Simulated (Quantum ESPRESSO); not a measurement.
# NaI (Fm-3m): a volume series of phonon spectra, part 3 of 8

Which modes of NaI drive its thermal expansion?

Experimental results on record:
- volume expansion coefficient 135 1e-6/K near room temperature (given in “Descriptors for thermal expansion in solids”, 2017, arXiv:1701.03966)

Quantum ESPRESSO 7.5; DFT LDA, scalar-relativistic, plane waves, GBRV ultrasoft pseudopotentials.

So far. Step 2 (A first coarse run): The start is under -1.6 GPa at this level and looks like an insulator or semiconductor on this mesh. Step 3 (Finding the static equilibrium): After the last step pw.x solved the final cell once more on a basis chosen for it, which moves the energy without moving the atoms.

## (4) Self-consistent run

A tight ground state at this cell gives the energy of this member; its pressure is the stress at this cutoff, which can carry an offset from the finite basis.

The input, scf.in:

```
&control
   calculation = 'scf'
   prefix = 'x'
   outdir = './tmp'
   pseudo_dir = './pseudo'
   tprnfor = .true.
   tstress = .true.
/
&system
   ibrav = 0
   nat = 2
   ntyp = 2
   ecutwfc = 45.0
   ecutrho = 270.0
   occupations = 'fixed'
   nbnd = 10
/
&electrons
   conv_thr = 1.0d-12
   mixing_beta = 0.7
   electron_maxstep = 100
/
ATOMIC_SPECIES
 Na     22.9898  Na.upf
 I     126.9045  I.upf
CELL_PARAMETERS angstrom
     0.000000000    3.131459783    3.131459783
     3.131459783    0.000000000    3.131459783
     3.131459783    3.131459783    0.000000000
ATOMIC_POSITIONS crystal
 Na     0.000000000   0.000000000   0.000000000
 I      0.500000000   0.500000000   0.500000000
K_POINTS automatic
 6 6 6 0 0 0
```

Started as:

```console
> OMP_NUM_THREADS=1 mpirun -n 8 pw.x -nk 8 -in scf.in > scf.out
```

The program printed:

```text
[banner, memory and clock lines left out]
Program PWSCF v.7.5

     Message from routine setup:
     using ibrav=0 with symmetry is DISCOURAGED, use correct ibrav instead

     G-vector sticks info

     bravais-lattice index     =            0
     lattice parameter (alat)  =       8.3688  a.u.
     unit-cell volume          =     414.4452 (a.u.)^3
     number of atoms/cell      =            2
     number of atomic types    =            2
     number of electrons       =        16.00
     number of Kohn-Sham states=           10
     kinetic-energy cutoff     =      45.0000  Ry
     charge density cutoff     =     270.0000  Ry
     scf convergence threshold =      1.0E-12
     mixing beta               =       0.7000
     number of iterations used =            8  plain     mixing
     Exchange-correlation= SLA  PZ   NOGX NOGC
                           (   1   1   0   0   0   0   0)

     celldm(1)=   8.368752  celldm(2)=   0.000000  celldm(3)=   0.000000
     celldm(4)=   0.000000  celldm(5)=   0.000000  celldm(6)=   0.000000

     crystal axes: (cart. coord. in units of alat)
               a(1) = (   0.000000   0.707107   0.707107 )
               a(2) = (   0.707107   0.000000   0.707107 )
               a(3) = (   0.707107   0.707107   0.000000 )

     reciprocal axes: (cart. coord. in units 2 pi/alat)
               b(1) = ( -0.707107  0.707107  0.707107 )
               b(2) = (  0.707107 -0.707107  0.707107 )
               b(3) = (  0.707107  0.707107 -0.707107 )

     PseudoPot. # 1 for Na read from file:
     ./pseudo/Na.upf
     Pseudo is Ultrasoft, Zval =  9.0
     Using radial grid of  819 points,  5 beta functions with:
                l(1) =   0
                l(2) =   0
                l(3) =   1
                l(4) =   1
                l(5) =   2
     Q(r) pseudized with  8 coefficients,  rinner =    1.250   1.250   1.250
                                                       1.250   1.250

     PseudoPot. # 2 for I  read from file:
     ./pseudo/I.upf
     Pseudo is Ultrasoft + core correction, Zval =  7.0
     Using radial grid of  893 points,  6 beta functions with:
                l(1) =   0
                l(2) =   0
                l(3) =   1
                l(4) =   1
                l(5) =   2
                l(6) =   2
     Q(r) pseudized with  8 coefficients,  rinner =    1.500   1.500   1.500
                                                       1.500   1.500

     atomic species   valence    mass     pseudopotential
     Na                9.00    22.98980     Na( 1.00)
     I                 7.00   126.90450     I ( 1.00)

     48 Sym. Ops., with inversion, found

   Cartesian axes

     site n.     atom                  positions (alat units)
         1        Na     tau(   1) = (   0.0000000   0.0000000   0.0000000  )
         2        I      tau(   2) = (   0.7071068   0.7071068   0.7071068  )

     number of k points=    16
                       cart. coord. in units 2pi/alat
        k(    1) = (   0.0000000   0.0000000   0.0000000), wk =   0.0092593
        k(    2) = (   0.1178511   0.1178511  -0.1178511), wk =   0.0740741
        k(    3) = (   0.2357023   0.2357023  -0.2357023), wk =   0.0740741
        k(    4) = (  -0.3535534  -0.3535534   0.3535534), wk =   0.0370370
        k(    5) = (   0.2357023   0.0000000  -0.0000000), wk =   0.0555556
        k(    6) = (   0.3535534   0.1178511  -0.1178511), wk =   0.2222222
        k(    7) = (  -0.2357023  -0.4714045   0.4714045), wk =   0.2222222
        k(    8) = (  -0.1178511  -0.3535534   0.3535534), wk =   0.2222222
        k(    9) = (   0.0000000  -0.2357023   0.2357023), wk =   0.1111111
        k(   10) = (   0.4714045   0.0000000  -0.0000000), wk =   0.0555556
        k(   11) = (  -0.1178511  -0.5892557   0.5892557), wk =   0.2222222
        k(   12) = (  -0.0000000  -0.4714045   0.4714045), wk =   0.1111111
        k(   13) = (  -0.7071068   0.0000000   0.0000000), wk =   0.0277778
        k(   14) = (  -0.2357023  -0.4714045   0.7071068), wk =   0.2222222
        k(   15) = (  -0.1178511  -0.3535534   0.5892557), wk =   0.2222222
        k(   16) = (  -0.7071068   0.2357023   0.0000000), wk =   0.1111111

     Dense  grid:    30923 G-vectors     FFT dimensions: (  45,  45,  45)

     Smooth grid:    16865 G-vectors     FFT dimensions: (  36,  36,  36)

     Check: negative core charge=   -0.000002

     Initial potential from superposition of free atoms

     starting charge      15.9944, renormalised to      16.0000
     Starting wfcs are    9 randomized atomic wfcs +    1 random wfcs

     per-process dynamical memory:    25.4 Mb

     Self-consistent Calculation

     iteration #  1     ecut=    45.00 Ry     beta= 0.70
     Davidson diagonalization with overlap
     ethr =  1.00E-02,  avg # of iterations =  4.8

     Threshold (ethr) on eigenvalues was too large:
     Diagonalizing with lowered threshold

     Davidson diagonalization with overlap
     ethr =  9.64E-05,  avg # of iterations =  4.3

     total energy              =    -160.00690922 Ry
     estimated scf accuracy    <       0.01416768 Ry

     iteration #  2     ecut=    45.00 Ry     beta= 0.70
     Davidson diagonalization with overlap
     ethr =  8.85E-05,  avg # of iterations =  2.2

     total energy              =    -160.01011368 Ry
     estimated scf accuracy    <       0.00157869 Ry

     iteration #  3     ecut=    45.00 Ry     beta= 0.70
     Davidson diagonalization with overlap
     ethr =  9.87E-06,  avg # of iterations =  2.7

     total energy              =    -160.01042426 Ry
     estimated scf accuracy    <       0.00005581 Ry

     iteration #  4     ecut=    45.00 Ry     beta= 0.70
     Davidson diagonalization with overlap
     ethr =  3.49E-07,  avg # of iterations =  4.7

     total energy              =    -160.01043329 Ry
     estimated scf accuracy    <       0.00000463 Ry

     iteration #  5     ecut=    45.00 Ry     beta= 0.70
     Davidson diagonalization with overlap
     ethr =  2.89E-08,  avg # of iterations =  2.4

     total energy              =    -160.01043415 Ry
     estimated scf accuracy    <       0.00000042 Ry

     iteration #  6     ecut=    45.00 Ry     beta= 0.70
     Davidson diagonalization with overlap
     ethr =  2.65E-09,  avg # of iterations =  3.9

     total energy              =    -160.01043442 Ry
     estimated scf accuracy    <       0.00000007 Ry

     iteration #  7     ecut=    45.00 Ry     beta= 0.70
     Davidson diagonalization with overlap
     ethr =  4.65E-10,  avg # of iterations =  2.2

     total energy              =    -160.01043444 Ry
     estimated scf accuracy    <          3.6E-10 Ry

     iteration #  8     ecut=    45.00 Ry     beta= 0.70
     Davidson diagonalization with overlap
     ethr =  2.22E-12,  avg # of iterations =  7.1

     total energy              =    -160.01043444 Ry
     estimated scf accuracy    <          1.0E-10 Ry

     iteration #  9     ecut=    45.00 Ry     beta= 0.70
     Davidson diagonalization with overlap
     ethr =  6.35E-13,  avg # of iterations =  2.8

     total energy              =    -160.01043444 Ry
     estimated scf accuracy    <          1.9E-12 Ry

     iteration # 10     ecut=    45.00 Ry     beta= 0.70
     Davidson diagonalization with overlap
     ethr =  1.00E-13,  avg # of iterations =  2.1

     End of self-consistent calculation

          k = 0.0000 0.0000 0.0000 (  2085 PWs)   bands (ev):

   -47.5161 -20.0204 -20.0204 -20.0204  -9.1088   2.2977   2.2977   2.2977
     5.9049  10.1199

          k = 0.1179 0.1179-0.1179 (  2112 PWs)   bands (ev):

   -47.5161 -20.0228 -20.0205 -20.0205  -9.0114   1.3984   2.2016   2.2016
     6.7969   9.6461

          k = 0.2357 0.2357-0.2357 (  2102 PWs)   bands (ev):

   -47.5160 -20.0275 -20.0207 -20.0207  -8.8020   0.1729   2.0246   2.0246
     7.2686   9.9493

          k =-0.3536-0.3536 0.3536 (  2120 PWs)   bands (ev):

   -47.5160 -20.0298 -20.0208 -20.0208  -8.6886  -0.3252   1.9424   1.9424
     7.1851   9.6809

          k = 0.2357 0.0000-0.0000 (  2097 PWs)   bands (ev):

   -47.5161 -20.0224 -20.0211 -20.0211  -8.9812   1.4052   2.0324   2.0324
     7.1449   8.9957

          k = 0.3536 0.1179-0.1179 (  2106 PWs)   bands (ev):

   -47.5160 -20.0257 -20.0216 -20.0214  -8.8127   0.5161   1.7787   1.8319
     7.8009   8.9917

          k =-0.2357-0.4714 0.4714 (  2108 PWs)   bands (ev):

   -47.5159 -20.0285 -20.0221 -20.0214  -8.6654  -0.0931   1.4614   1.7879
     7.8216   8.9742

          k =-0.1179-0.3536 0.3536 (  2110 PWs)   bands (ev):

   -47.5160 -20.0279 -20.0225 -20.0209  -8.7006   0.0521   1.3730   1.9358
     8.0416   9.1213

          k = 0.0000-0.2357 0.2357 (  2109 PWs)   bands (ev):

   -47.5160 -20.0249 -20.0219 -20.0204  -8.8778   0.7630   1.7026   2.1478
     7.7689   9.2953

          k = 0.4714 0.0000-0.0000 (  2108 PWs)   bands (ev):

   -47.5160 -20.0258 -20.0225 -20.0225  -8.7218   0.3620   1.5843   1.5843
     7.2762   7.8828

          k =-0.1179-0.5893 0.5893 (  2126 PWs)   bands (ev):

   -47.5159 -20.0268 -20.0237 -20.0226  -8.6163   0.1516   1.1085   1.5135
     7.1959   8.2570

          k =-0.0000-0.4714 0.4714 (  2121 PWs)   bands (ev):

   -47.5159 -20.0263 -20.0253 -20.0218  -8.6058   0.3915   0.5295   1.6747
     7.7027   9.5492

          k =-0.7071 0.0000 0.0000 (  2100 PWs)   bands (ev):

   -47.5159 -20.0273 -20.0232 -20.0232  -8.5904  -0.0021   1.3898   1.3898
     6.6259   7.4947

          k =-0.2357-0.4714 0.7071 (  2113 PWs)   bands (ev):

   -47.5159 -20.0266 -20.0235 -20.0217  -8.6769   0.2632   1.1676   1.6627
     8.2421   8.8780

          k =-0.1179-0.3536 0.5893 (  2122 PWs)   bands (ev):

   -47.5159 -20.0270 -20.0242 -20.0223  -8.6058   0.2126   0.8572   1.4943
     8.3021   8.8852

          k =-0.7071 0.2357 0.0000 (  2126 PWs)   bands (ev):

   -47.5159 -20.0263 -20.0243 -20.0235  -8.5805   0.2692   0.9416   1.2028
     7.6111   8.6090

     highest occupied, lowest unoccupied level (ev):     2.2977    5.9049

!    total energy              =    -160.01043444 Ry
     estimated scf accuracy    <          4.1E-13 Ry

     The total energy is the sum of the following terms:
     one-electron contribution =     -82.28482326 Ry
     hartree contribution      =      45.72213494 Ry
     xc contribution           =     -61.48527446 Ry
     ewald contribution        =     -61.96247166 Ry

     convergence has been achieved in  10 iterations

     Forces acting on atoms (cartesian axes, Ry/au):

     atom    1 type  1   force =     0.00000000    0.00000000   -0.00000000
     atom    2 type  2   force =    -0.00000000   -0.00000000    0.00000000

     Total force =     0.000000     Total SCF correction =     0.000000

     Computing stress (Cartesian axis) and pressure

          total   stress  (Ry/bohr**3)                   (kbar)     P=       -0.02
  -0.00000013  -0.00000000  -0.00000000           -0.02       -0.00       -0.00
  -0.00000000  -0.00000013   0.00000000           -0.00       -0.02        0.00
  -0.00000000   0.00000000  -0.00000013           -0.00        0.00       -0.02

     XML data file, charge density, pseudopotentials, collected wavefunctions
```

It took 4.1 s on 8 MPI ranks of Arm Neoverse N1, shared host; 32 s of CPU time.

On a basis chosen for the relaxed cell the pressure is -0.002 GPa, small enough for phonons.

(Continued in part 4 of 8.)

[Logs are printed without paths, hosts, clocks, repeated set-up lines and the standing remarks that a program may print on its own settings, such as how far it seeks lower states.]

[Hosts, paths, dates, database ids (printed as entryN), source tags and the programs' standing remarks are cut or masked in the printed files.]

[A step with changed settings may run another functional than the one named; its input shows which.]

[Of the runs on displaced cells, only some may be shown.]
